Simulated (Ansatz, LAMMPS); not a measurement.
# Static equation of state of 42In2O3-58Na2O (mol %) with crystalline order left by the classical run (100 atoms)

Density of this cell: 5.51 g/cm³. The cell holds 100 atoms: 22 In, 30 Na and 48 O. Its edges and angles: a = 11.154 Å, b = 10.633 Å, c = 10.342 Å, α = 85.3°, β = 80.5°, γ = 94.5°. The starting structure: 100 atoms (22 Sc, 30 Na, 48 O) placed at random at 3.37 g/cm³, melted at 5000 K for 10 ps at fixed volume with the Morse and Coulomb pair potential with partial charges (Pedone, Malavasi, Menziani, Cormack and Segre, J. Phys. Chem. B 110, 11780 (2006)). Quenched from 5000 K to 300 K at 20 K/ps and fixed volume, held 10 ps at zero pressure, then minimised at fixed cell. Then Sc was replaced by In and the cell scaled by 1.021 (the potential has no terms for the new elements, so the cell is a start for a DFT relaxation).

Calculated with Ansatz 0.2.0: Kohn-Sham DFT, LDA, PAW (set soft_2), plane waves; cutoff 420 eV, Γ point, gaussian smearing of 0.05 eV. Cell and atoms were relaxed first, to V0 = 12.005 Å³ an atom at a residual P0 = -0.001 GPa. The cell was then scaled evenly, and the atoms were relaxed at each volume.

| volume (Å³/atom) | pressure (GPa) |
| --- | --- |
| 10.805 | 13.53 |
| 11.285 | ? |
| 11.645 | 3.177 |
| 12.366 | -2.632 |
| 12.726 | -4.636 |

Task: Fit the third-order Birch–Murnaghan equation to the rows given and interpolate to the withheld row.

**Working.**

Take the Eulerian strain f = ½[(V0/V)^(2/3) − 1] and the normalised pressure F = (P − P0) / [3f(1 + 2f)^(5/2)]. The third-order Birch–Murnaghan equation is then the line F = B0 + (3/2)B0(B′ − 4) f, so u = f and v = F.

```
      u = f  v = F (GPa)
  0.0363827      103.994
  0.0102566      98.1558
-0.00975640      94.4412
 -0.0190506      89.3795
```

With n = 4: mean u = 0.00445806, mean v = 96.4926, Σ(u − ū)² = 0.0018075, Σ(u − ū)(v − v̄) = 0.44550. Slope b = 0.44550 / 0.0018075 = 246.47; intercept a = v̄ − b ū = 95.394.

So B0 = a = 95.4 GPa and B′ = 4 + 2b/(3a) = 5.72. At the withheld volume f = 0.02106, F = a + b f = 100.6 GPa, and P = P0 + 3f(1 + 2f)^(5/2) F.

Prediction at 11.285: 7.043 GPa. The run gave 7.097 GPa, so the fit is low by 0.053 GPa (0.75 % of the value).

Among the rows given, the largest miss of the fit is at 12.726, by 0.068 GPa (0.38 % of the range of the table).

Limits: Static cells at zero temperature; the cell shape is held. The program notes that the SCF threshold of these relaxations is loose for the stress. The quench rate of 20 K/ps is many orders above laboratory rates, so the cell is likely richer in defects and strain than a real sample. The network of bonds at the start is that of the classical potential that made the cell, and needn't be the one that DFT or experiment would give. Only the Γ point is sampled, in a cell whose shortest periodic width is 10 Å.

[Logs are printed without paths, hosts, clocks, repeated set-up lines and the standing remarks that a program may print on its own settings, such as how far it seeks lower states.]

[Hosts, paths, dates, database ids (printed as entryN), source tags and the programs' standing remarks are cut or masked in the printed files.]
